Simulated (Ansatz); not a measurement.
# TaAgS3 (model cell, started as cubic perovskite with Ta in the octahedra): a soft mode frozen in

Aim: this structure of TaAgS3 (model cell, started as cubic perovskite with Ta in the octahedra) is to be tested for unstable modes, and one is followed downhill.

Calculated with Ansatz 0.2.0; DFT PBE, scalar-relativistic, plane waves, PAW.

The structure was built from a prototype and need not be the compound's stable phase.

### Step 1. The structure

The structure is cubic, space group Pm-3m (No. 221). Conventional cell: a = 4.812 Å, b = 4.812 Å, c = 4.812 Å, α = 90.00°, β = 90.00°, γ = 90.00°. Ag has 12 S at 3.40 Å nearest. Nearest to Ta lie 6 S at 2.41 Å. Nearest to S lie 2 Ta at 2.41 Å. Farther neighbours and most contacts between anions are not listed.

### Step 2. Response at finite wavevector

The cell comes from relaxations at this level that are not shown. Stability and thermal properties need the whole zone. Linear response on a 2×2×2 q mesh gives force constants as far as a supercell of that size would.

input.yaml

```yaml
crystal:
  lattice:
    - [4.8116307016, 0.0, 0.0]
    - [0.0, 4.8116307016, 0.0]
    - [0.0, 0.0, 4.8116307016]
  atoms:
    - { symbol: Ag, position: [0.0, 0.0, 0.0] }
    - { symbol: Ta, position: [0.5, 0.5, 0.5] }
    - { symbol: S, position: [0.5, 0.5, 0.0] }
    - { symbol: S, position: [0.5, 0.0, 0.5] }
    - { symbol: S, position: [0.0, 0.5, 0.5] }
kpoints:
  mp_grid: { grid: [8, 8, 8] }
hamiltonian:
  xc: pbe
scf:
  occupations: { method: methfessel_paxton, width: 0.2 }
output:
  eigenvalues: true
phonons:
  method: dfpt
  qmesh: [2, 2, 2]
  temperatures: { t_max: 1000, t_step: 50 }
  qpath:
    path:
      - [[0.0, 0.0, 0.0], [0.0, 0.5, 0.0], [0.5, 0.5, 0.0], [0.0, 0.0, 0.0], [0.5, 0.5, 0.5], [0.0, 0.5, 0.0]]
      - [[0.5, 0.5, 0.5], [0.5, 0.5, 0.0]]
    npoints: 10
```

The run is started by

```
> ansatz run input.yaml --threads 8 --pin off --max-ram 14336MiB --backend cpu --events-out ev --progress --plain --runs-dir out
```

Numbers of over 12 decimals in the logs are rounded to 6 here.

Output:

```text
Engine: ansatz 0.2.0, aarch64-unknown-linux-gnu
Pseudopotentials: kind: paw
Pseudopotential: Ag, paw, valence charge 19, recommended cutoff 420 eV (normal), Ag.paw.azcp
Pseudopotential: Ta, paw, valence charge 13, recommended cutoff 420 eV (normal), Ta.paw.azcp
Pseudopotential: S, paw, valence charge 6, recommended cutoff 420 eV (normal), S.paw.azcp
Functional definition: PBE
  parameter kappa = 0.804
  parameter beta = 0.066725
  exchange = pbe_x(kappa = kappa, mu = beta*pi^2/3)
  correlation = pbe_c(beta = beta)
Crystal: 5 atoms, lattice volume = 111.398 Å³
Basis set: ecut = 420 eV, 2109 PW (Γ), exchange–correlation on 72×72×72 points (8 copies of the dense FFT grid, shifted against one another)
Bands: 30, of which v1, the nominal top of the filled ones, is band 25 counted from 1 (24 counted from 0)
Symmetry: 48 space group operations
k-points: 35 of 512
Non-local potential: Ag, projectors of the file, l = 0: 3, l = 1: 2, l = 2: 2, l = 3: 1
Non-local potential: Ta, projectors of the file, l = 0: 3, l = 1: 2, l = 2: 2, l = 3: 1
Non-local potential: S, projectors of the file, l = 0: 2, l = 1: 2, l = 2: 2
PAW form: soft (Blöchl's): semilocal exchange-correlation on the pseudo side does not see the compensation charge
PAW one-centre angular grid: Ag, 590 points (default); XC on 64 Gauss nodes
PAW one-centre angular grid: Ta, 590 points (default); XC on 64 Gauss nodes
PAW one-centre angular grid: S, 110 points (default); XC on 64 Gauss nodes
Initial density: superposition of atomic densities (neutral atoms: chi_scale 0, normalization atom), corrected by the library's trained network
Initial wavefunctions: pseudopotential atomic-orbital guess
Functional: x = pbe(κ = 0.804, μ = 0.219515), c = pbe(β = 0.066725)
SCF iter   1: F=—  HF=-20230.230972 eV  |F-HF|=—  |Δ(HF+E_count)|=         —  Δρ=3.86e-3  dr2=1.98e-2  ethr=1.77e-3  ⟨swp⟩=5.1  Hψ=4046  notcnv=0
preconditioner: auto → Kerker (q_TF=auto, 2.387 Å⁻¹)  [metal: Δε(μ)=0.123 eV  Ē_g=6.763 eV  σ=0.200 eV  W_gap=0.47  n_scr=26 (ndim 8)  ℏωp=20.5 eV  f_vac=0.005  D(μ)=1.38/eV (n_scr^D=6)]
SCF iter   2: F=—  HF=-20230.229470 eV  |F-HF|=—  |Δ(HF+E_count)|=   1.50e-3  S|Δr|=    0.00e0  Δρ=2.10e-3  dr2=8.77e-3  ethr=3.96e-5  ⟨swp⟩=1.8  Hψ=1446  notcnv=0
SCF iter   3: F=—  HF=-20230.227262 eV  |F-HF|=—  |Δ(HF+E_count)|=   2.21e-3  S|Δr|=    0.00e0  Δρ=5.22e-4  dr2=1.08e-3  ethr=1.75e-5  ⟨swp⟩=2.3  Hψ=1439  notcnv=0
SCF iter   4: F=—  HF=-20230.226998 eV  |F-HF|=—  |Δ(HF+E_count)|=   2.64e-4  S|Δr|=    0.00e0  Δρ=1.95e-4  dr2=4.77e-5  ethr=2.16e-6  ⟨swp⟩=2.0  Hψ=1466  notcnv=0
SCF iter   5: F=—  HF=-20230.226997 eV  |F-HF|=—  |Δ(HF+E_count)|=   8.07e-7  S|Δr|=    0.00e0  Δρ=7.25e-5  dr2=4.91e-6  ethr=9.54e-8  ⟨swp⟩=2.3  Hψ=1671  notcnv=0
SCF iter   6: F=—  HF=-20230.226992 eV  |F-HF|=—  |Δ(HF+E_count)|=   4.95e-6  S|Δr|=    0.00e0  Δρ=2.12e-5  dr2=3.20e-7  ethr=9.82e-9  ⟨swp⟩=2.0  Hψ=1834  notcnv=0
SCF iter   7: F=—  HF=-20230.226992 eV  |F-HF|=—  |Δ(HF+E_count)|=   1.01e-7  S|Δr|=    0.00e0  Δρ=5.40e-6  dr2=2.76e-8  ethr=6.39e-10  ⟨swp⟩=2.0  Hψ=1764  notcnv=0
SCF iter   8: F=—  HF=-20230.226992 eV  |F-HF|=—  |Δ(HF+E_count)|=   3.42e-8  S|Δr|=    0.00e0  Δρ=1.13e-6  dr2=2.05e-9  ethr=5.52e-11  ⟨swp⟩=2.0  Hψ=1574  notcnv=0
SCF iter   9: F=—  HF=-20230.226992 eV  |F-HF|=—  |Δ(HF+E_count)|=   2.95e-9  S|Δr|=    0.00e0  Δρ=3.64e-7  dr2=1.64e-10  ethr=4.11e-12  ⟨swp⟩=2.0  Hψ=1589  notcnv=0
SCF iter  10: F=-20230.226992 eV  HF=-20230.226992 eV  |F-HF|=3.64e-12  |Δ(HF+E_count)|=  1.60e-10  S|Δr|=    0.00e0  Δρ=6.41e-8  dr2=4.57e-12  ethr=1.00e-12  ⟨swp⟩=6.3  Hψ=5450  notcnv=0
SCF 1 converged in 10 iterations: F = -20230.226992 eV  dr2 = 4.57e-12
  greatest PAW one-centre occupation: 1.000 electrons in one spin orbital (limit 2), on the Ag atom at site 0 (counted from 0), in its partial waves of l = 0
Initial density: read from a saved state, or passed on in memory by an earlier SCF of this step, an earlier step, the calling program or the single point that the run made first
iter 1 solved again at ethr=3.98e-7 eV; its pass at ethr=3.10e-3 eV (dr2=1.99e-4 eV) is discarded
SCF iter   1: F=—  HF=-20230.226992 eV  |F-HF|=—  |Δ(HF+E_count)|=         —  Δρ=1.16e-6  dr2=2.66e-9  ethr=3.98e-7  ⟨swp⟩=3.0  Hψ=6813  notcnv=0
eigensolver tolerance schedule: the retry pair's looser diagonalisation over-reported the residual by 74806.42 of it (diagonalisation noise at an unbounded share of the residual, at the tolerance the schedule requests for it); recorded, not acted on — ethr = c·dr2/N_el stays at c = 1.0e-1
preconditioner: auto → Kerker (q_TF=auto, 2.387 Å⁻¹)  [metal: Δε(μ)=0.115 eV  Ē_g=6.790 eV  σ=0.200 eV  W_gap=0.44  n_scr=26 (ndim 8)  ℏωp=20.5 eV  f_vac=0.007  D(μ)=1.50/eV (n_scr^D=6)]
SCF iter   2: F=—  HF=-20230.226992 eV  |F-HF|=—  |Δ(HF+E_count)|=   7.53e-7  S|Δr|=    0.00e0  Δρ=4.94e-7  dr2=5.10e-10  ethr=5.33e-12  ⟨swp⟩=3.8  Hψ=2764  notcnv=0
SCF iter   3: F=—  HF=-20230.226992 eV  |F-HF|=—  |Δ(HF+E_count)|=  4.00e-11  S|Δr|=    0.00e0  Δρ=3.52e-7  dr2=2.52e-10  ethr=1.02e-12  ⟨swp⟩=1.0  Hψ=1050  notcnv=0
SCF iter   4: F=—  HF=-20230.226992 eV  |F-HF|=—  |Δ(HF+E_count)|=  3.27e-11  S|Δr|=    0.00e0  Δρ=1.54e-7  dr2=4.51e-11  ethr=1.00e-12  ⟨swp⟩=1.0  Hψ=1050  notcnv=0
SCF iter   5: F=-20230.226992 eV  HF=-20230.226992 eV  |F-HF|=1.09e-11  |Δ(HF+E_count)|=    0.00e0  S|Δr|=    0.00e0  Δρ=4.44e-8  dr2=3.60e-12  ethr=1.00e-12  ⟨swp⟩=2.1  Hψ=2648  notcnv=0
SCF 2 converged in 5 iterations: F = -20230.226992 eV  dr2 = 3.60e-12
phonons: the bands overlap, so this run is a metal and interpolates without the dipole-dipole term. If the crystal is really an insulator or semiconductor, its LO-TO splitting is missing
NSCF: frozen V_eff on 35 k-points
NSCF: frozen V_eff on 125 k-points
DFPT response loops at q = (0, 0, 0) (fractional): preconditioner auto → Kerker (q_TF=auto, 2.387 Å⁻¹) (partly filled bands, converged f_vac=0.007); β = 1.00, the filter's whole step (`scf.mixing.beta` (0.50) is not read by the response loops under this deck's `scf.mixing.preconditioner`; to damp them name `kerker` or `kerker_dos`, under which they read `scf.mixing.beta`, and type it under 1.00, their step now; both keys bind the ground state too); Broyden in place of MSR1
NSCF: frozen V_eff on 250 k-points
DFPT response loops at q = (0, 0, -0.5) (fractional): mixed as the last ones told, above
NSCF: frozen V_eff on 250 k-points
DFPT response loops at q = (0, -0.5, -0.5) (fractional): mixed as the last ones told, above
NSCF: frozen V_eff on 250 k-points
DFPT response loops at q = (-0.5, -0.5, -0.5) (fractional): mixed as the last ones told, above
SCF converged after 10 iterations
Stability not checked: this state was not tested for a lower state beside it, because cold or Methfessel-Paxton smearing, or corrected tetrahedra, fill the levels in a way that the test cannot read (fill_not_monotonic; see scf.lower_state_search)
Free energy (F): -20230.226992 eV
Harris-Foulkes:  -20230.226992 eV  (|F-HF|=3.64e-12)
Internal energy: -20230.232866 eV  (E = F + TS)
E sigma→0 (E₀):  -20230.228461 eV
Entropy (-TS):   0.005874 eV (1.175 meV/atom)
Fermi energy:    8.216283 eV
Step filling:    the computed levels leave a gap of 0.1150 eV = 0.6 smearing widths at the electron count; against every level under it full and every level over it empty, smearing changes F+E_penalty+E_count by +4.171 meV and its σ→0 estimate by +2.702 meV
--- Per-component energies (eV) ---
  E_band       = -610.306388
  E_kinetic    = 1211.642151
  E_local      = -4592.372524  (includes V_loc(G=0)·N_el)
  E_nonlocal   = 183.849414
  E_hartree    = 1913.650626
  E_xc         = -690.491443
  E_vxc        = -695.400564  (∫ρ·V_xc dr)
  E_paw        = -14103.400509  (= ΣΔE_a)
  E_vpaw       = -545.326549  (= ΣTr[D̂ρ^β])
  E_aug_tail   = 0.000458  (compensation charges beyond the density's cutoff)
  E_ewald      = -4153.111040
  E_smearing   = 0.005874  (= −TS)
  E_closure    = -0.000000  (closes the sum)
  Σ components = -20230.226992   (vs F -20230.226992, Δ=0.00e0)
--- Band table (eV; the first three rows and the last of 35) ---
  k-point 0: bands = [... 21 lower, 6.8992, 7.4141, 7.4141, 7.4141, 7.6673, 7.6673, 7.6673, 8.3374, ... 1 higher]
  k-point 1: bands = [... 21 lower, 6.7573, 6.9044, 7.2635, 7.2635, 7.6652, 8.3870, 8.3870, 8.6772, ... 1 higher]
  k-point 2: bands = [... 21 lower, 5.9583, 6.9157, 7.3327, 7.3327, 7.6602, 9.3381, 9.3381, 9.4120, ... 1 higher]
  k-point 34: bands = [... 21 lower, 5.0174, 8.2501, 8.2501, 8.2501, 8.3413, 10.9003, 10.9003, 10.9003, ... 1 higher]
--- Phonons (Γ-DFPT): 4 representative perturbations + reference (Σ response iterations 12) ---
  ASR residual: 7.159e-5 → 0.000e0 eV/Å²; symmetrization residual: 4.782e-6 eV/Å²
  ASR residual per site (eV/Å²): 7.16e-5 6.22e-5 6.28e-5 6.28e-5 6.28e-5
  Γ frequencies (cm⁻¹): -127.31 -127.31 -127.31 -86.25 -86.25 -86.25 -35.28 -35.28 -35.28 0.00 0.00 0.00 338.73 338.73 338.73
--- Phonons (arbitrary-q DFPT): 4 irreducible q on the 2×2×2 mesh ---
  q = [0.0000, 0.0000, 0.0000] (star 1, of the zone-centre solve; hermiticity 8.78e-7, symmetrization 7.13e-12): -127.31 -127.31 -127.31 -86.25 -86.25 -86.25 -35.28 -35.28 -35.28 -0.00 -0.00 0.00 338.73 338.73 338.73
  q = [0.0000, 0.0000, -0.5000] (star 3, 9 solved perturbations in 975 linear systems a pass and spin channel, the states on 125 of 512 k-point pairs; hermiticity 5.96e-7, symmetrization 9.54e-13): -97.53 -60.23 -60.23 -55.68 -55.68 -38.10 -36.08 -36.08 107.43 107.43 108.56 183.19 334.28 334.28 440.88
  q = [0.0000, -0.5000, -0.5000] (star 3, 9 solved perturbations in 975 linear systems a pass and spin channel, the states on 125 of 512 k-point pairs; hermiticity 1.04e-6, symmetrization 3.20e-14): -181.12 -55.78 -55.78 -48.84 -44.38 93.14 93.14 107.46 107.46 172.27 172.27 183.99 192.08 330.91 476.52
  q = [-0.5000, -0.5000, -0.5000] (star 1, 4 solved perturbations in 350 linear systems a pass and spin channel, the states on 125 of 512 k-point pairs; hermiticity 2.01e-7, symmetrization 3.58e-12): -173.68 -173.68 -173.68 -136.94 -136.94 -53.44 -53.44 -53.44 159.69 159.69 159.69 192.26 192.26 192.26 501.66
  sum rule: each row above includes the acoustic sum rule's correction from the zone centre's row sums; it moved no ω² by more than (0.73 cm⁻¹)²
  mesh force constants: q→R imaginary residual 3.24e-18; ASR residual 7.159e-5 → 0.000e0 eV/Å²; symmetrization residual 2.309e-14 eV/Å²
  interpolated dispersion: 62 rows × 15 modes
  density of states and harmonic sums: on the 14×14×14 q-mesh, interpolated from the force constants of a 2×2×2 supercell (no non-analytic term)
  largest difference from the sums on the solved wave vectors: F 3.16e-1 eV, S 4.22e-4 and C_V 1.08e-4 eV/K
  zero-point energy: 0.104796 eV/cell   skipped modes (ω ≤ 0): 759, of them read as no rigid motion or as one in doubt: 756 (6.137e0 modes/cell left out, lowest -181.12 cm⁻¹)   left out of the sums: 4.09e-1 of the cell's modes: C_V's classical limit lies that fraction below 3 k_B per atom; for a crystal, a wire or a layer, F and S can be off by more, and a phonons.interpolated_qmesh denser along its periods is the remedy for the sampling
```

Run time: 3.9 min. Hardware: 8 threads of Arm Neoverse N1, shared host; peak memory 1.5 GiB; 30 min of CPU time.

Reading the cycles: dr2 is the Hartree energy of the density residual (eV), the measure of convergence; HF is the Harris–Foulkes estimate of the energy, which meets the free energy F at convergence.

This step gave:

```yaml
volume_per_atom: 22.28 Å³
gap_on_the_k_mesh: 0 eV
sum_rule_residual_before_enforcement: 7.16e-5 eV/Å²
lowest_frequency_on_the_path: -181.1 cm⁻¹
point_group: m-3m
highest_frequency_on_the_path_or_at_a_solved_wavevector: 501.7 cm⁻¹
highest_optical_mode_at_the_zone_centre_no_lo_to_term: 338.7 cm⁻¹
lowest_optical_zone_centre_mode: -127.3 cm⁻¹
lowest_mode_on_the_q_mesh_acoustic_modes_at_gamma_apart: -181.1 cm⁻¹
```

Frequencies (cm⁻¹) solved at each irreducible wavevector; negative means imaginary. Frequencies by wavevector, by row:

```csv
q in reciprocal lattice units,star,mode 1,mode 2,mode 3,mode 4,mode 13,mode 14,mode 15
0 0 0,1,-127.3,-127.3,-127.3,-86.2,338.7,338.7,338.7
0 0 -0.5,3,-97.5,-60.2,-60.2,-55.7,334.3,334.3,440.9
0 -0.5 -0.5,3,-181.1,-55.8,-55.8,-48.8,192.1,330.9,476.5
-0.5 -0.5 -0.5,1,-173.7,-173.7,-173.7,-136.9,192.3,192.3,501.7
```

Interpolated from a 2×2×2 q mesh. Phonon branches along the path, in cm⁻¹:

```csv
point,branch 1,branch 2,branch 3,branch 4,branch 12,branch 13,branch 14,branch 15
Γ,-127,-127,-127,-86,0,339,339,339
halfway,-113,-94,-94,-64,124,337,337,389
X,-98,-60,-60,-56,183,334,334,441
halfway,-147,-56,-52,-51,192,270,333,460
M,-181,-56,-56,-49,184,192,331,476
halfway,-135,-60,-58,-55,158,302,335,427
Γ,-127,-127,-127,-86,0,339,339,339
halfway,-135,-111,-111,-52,172,279,279,461
R,-174,-174,-174,-137,192,192,192,502
halfway,-148,-121,-112,-53,195,227,251,484
X,-98,-60,-60,-56,183,334,334,441
jump to R,-174,-174,-174,-137,192,192,192,502
halfway,-177,-127,-127,-53,185,192,204,496
M,-181,-56,-56,-49,184,192,331,476
```

Symmetry leaves 4 wavevectors to solve. The lowest mode among them, the acoustic zeros apart, lies at q = (0, -0.5, -0.5) and is imaginary, 181.1i cm⁻¹, so the energy falls along it.

### Step 3. The mode frozen in, largest atomic shift 0 Å

The mode followed lies at q = (-0.5, -0.5, -0.5) with frequency 173.7i cm⁻¹ and is 3-fold degenerate, one of the unstable modes though not the softest. At small amplitude the distorted cell has space group no. 167 by a symmetry search on the positions. The undistorted cell that holds it gives the zero of energy on the same k mesh.

System of this step: TaAgS3 (model cell, started as cubic perovskite with Ta in the octahedra). It takes space group Pm-3m (No. 221, cubic). The conventional cell has a = 4.812 Å, b = 4.812 Å, c = 4.812 Å, α = 90.00°, β = 90.00°, γ = 90.00°. Ag has 12 S at 3.40 Å nearest. Ta has 6 S at 2.41 Å nearest. Nearest to S lie 2 Ta at 2.41 Å. Farther neighbours and most contacts between anions are not listed.

input.yaml

```yaml
crystal:
  lattice:
    - [4.8116307016, 4.8116307016, 0.0]
    - [4.8116307016, 0.0, 4.8116307016]
    - [4.8116307016, 0.0, -4.8116307016]
  atoms:
    - { symbol: Ag, position: [0.0, 0.5, 0.5] }
    - { symbol: Ag, position: [0.0, 0.0, 0.0] }
    - { symbol: Ta, position: [0.5, 0.25, 0.75] }
    - { symbol: Ta, position: [0.5, 0.75, 0.25] }
    - { symbol: S, position: [0.5, 0.0, 1.0] }
    - { symbol: S, position: [0.5, 0.5, 0.5] }
    - { symbol: S, position: [0.0, 0.0, 0.5] }
    - { symbol: S, position: [0.0, 0.5, 1.0] }
    - { symbol: S, position: [0.5, 0.5, 1.0] }
    - { symbol: S, position: [0.5, 0.0, 0.5] }
kpoints:
  mp_grid: { grid: [8, 8, 8] }
hamiltonian:
  xc: pbe
scf:
  occupations: { method: methfessel_paxton, width: 0.2 }
output:
  forces: true
  stress: true
  eigenvalues: true
```

Output:

```text
[...]
Crystal: 10 atoms, lattice volume = 222.796 Å³
Basis set: ecut = 420 eV, 4285 PW (Γ), exchange–correlation on 96×96×96 points (8 copies of the dense FFT grid, shifted against one another)
Bands: 60, of which v1, the nominal top of the filled ones, is band 50 counted from 1 (49 counted from 0)
Symmetry: 96 space group operations
[...]
k-points: 29 of 512
[...]
k-point 0: bands = [... 46 lower, 7.4090, 7.6999, 7.6999, 7.6999, 8.2361, 8.2361, 8.2361, 8.3320, ... 6 higher]
  k-point 1: bands = [... 46 lower, 7.2329, 8.0126, 8.0967, 8.0967, 8.1519, 8.1519, 8.1695, 8.4698, ... 6 higher]
  k-point 2: bands = [... 46 lower, 7.1076, 7.9288, 7.9288, 7.9892, 8.2555, 8.6854, 8.6854, 8.8164, ... 6 higher]
  k-point 28: bands = [... 46 lower, 6.5468, 6.5468, 7.5758, 7.5758, 9.4286, 9.4286, 9.9155, 9.9155, ... 6 higher]
[key lines of the parts left out:]
SCF converged after 7 iterations
Free energy (F): -40460.451884 eV
Fermi energy:    8.164071 eV
P = ⅓ Tr σ = -0.0902 GPa (-0.902 kbar)
```

Run time: 4.7 s. Hardware: 8 threads; peak memory 1.1 GiB; 35 s of CPU time.

This step gave:

```
pressure                         : -0.09016 GPa
energy from the undistorted cell : 0 meV/atom
```

The run ends at a pressure of -0.09 GPa.

### Step 4. The mode frozen in, largest atomic shift 0.6 Å

The atoms are moved along the unstable eigenvector, the largest shift by 0.6 Å, with the cell fixed.

input.yaml, the sections that differ from step 3:

```yaml
crystal:
  lattice:
    - [4.8116307016, 4.8116307016, 0.0]
    - [4.8116307016, 0.0, 4.8116307016]
    - [4.8116307016, 0.0, -4.8116307016]
  atoms:
    - { symbol: Ag, position: [0.0, 0.5, 0.5] }
    - { symbol: Ag, position: [0.0, 0.0, 0.0] }
    - { symbol: Ta, position: [0.5, 0.25, 0.75] }
    - { symbol: Ta, position: [0.5, 0.75, 0.25] }
    - { symbol: S, position: [0.4118253052, 0.0, 1.0] }
    - { symbol: S, position: [0.5881746948, 0.5, 0.5] }
    - { symbol: S, position: [0.0, -0.0881746948, 0.5] }
    - { symbol: S, position: [0.0, 0.5881746948, 1.0] }
    - { symbol: S, position: [0.5881746948, 0.4118253052, 1.0] }
    - { symbol: S, position: [0.4118253052, 0.0881746948, 0.5] }
# kpoints, hamiltonian, scf, output: as in step 3
```

Output:

```text
[...]
Crystal: 10 atoms, lattice volume = 222.796 Å³
Basis set: ecut = 420 eV, 4285 PW (Γ), exchange–correlation on 96×96×96 points (8 copies of the dense FFT grid, shifted against one another)
Bands: 60, of which v1, the nominal top of the filled ones, is band 50 counted from 1 (49 counted from 0)
Symmetry: 12 space group operations
[...]
k-points: 65 of 512
[...]
k-point 0: bands = [... 46 lower, 7.3726, 7.5140, 7.6260, 7.6260, 7.7953, 7.9642, 7.9642, 9.4411, ... 6 higher]
  k-point 1: bands = [... 46 lower, 7.1626, 7.1626, 7.7307, 7.7307, 8.0801, 8.2068, 8.2068, 9.5690, ... 6 higher]
  k-point 2: bands = [... 46 lower, 7.0460, 7.0460, 7.6599, 7.6599, 8.3500, 8.6892, 8.6892, 9.7558, ... 6 higher]
  k-point 64: bands = [... 46 lower, 6.4442, 7.0354, 7.3520, 7.4053, 8.4659, 8.8732, 9.0745, 9.7060, ... 6 higher]
[key lines of the parts left out:]
SCF converged after 7 iterations
Free energy (F): -40462.330878 eV
Fermi energy:    7.787390 eV
P = ⅓ Tr σ = -5.9608 GPa (-59.608 kbar)
```

Run time: 10 s. Hardware: 8 threads; peak memory 1.3 GiB.

Numbers from this step:

* pressure: -5.961 GPa
* energy from the undistorted cell: -188.4 meV/atom

The energy, extrapolated to zero smearing, is -188.40 meV/atom against the undistorted cell.

The run ends at a pressure of -5.96 GPa, with forces up to 0.47 eV/Å.

### Step 5. Energy along the mode, all amplitudes (two of the runs are shown above)

An imaginary frequency means negative curvature, so the energy should fall and then rise again as anharmonic terms take over.

Numbers from this step:

* depth at the lowest point sampled: 188.4 meV/atom
* largest atomic shift at that point: 0.6 Å

Table of energy from the parent by largest atomic shift:

```csv
largest atomic shift (Å),energy from the parent (meV/atom)
0.000,0
0.040,-1.57
0.080,-6.17
0.140,-18.1
0.220,-41.6
0.320,-79.7
0.450,-135
0.600,-188
```

Displacement at unit largest shift by atom:

```
atom   x (Å)   y (Å)   z (Å)   size
 Ag1   0.000   0.000   0.000  0.000
 Ag2   0.000   0.000   0.000  0.000
 Ta3   0.000   0.000   0.000  0.000
 Ta4   0.000   0.000   0.000  0.000
  S5  -0.707  -0.707   0.000  1.000
  S6   0.707   0.707   0.000  1.000
  S7  -0.707   0.000  -0.707  1.000
  S8   0.707   0.000   0.707  1.000
  S9   0.000   0.707  -0.707  1.000
 S10   0.000  -0.707   0.707  1.000
```

The lowest of the steps tried is the last one, at 0.6 Å, 188 meV/atom below the parent; the bottom of the well need not coincide with a step.

(Part 1 of 2 ends here.)

[Logs are printed without paths, hosts, clocks, repeated set-up lines and the standing remarks that a program may print on its own settings, such as how far it seeks lower states.]

[Hosts, paths, dates, database ids (printed as entryN), source tags and the programs' standing remarks are cut or masked in the printed files.]
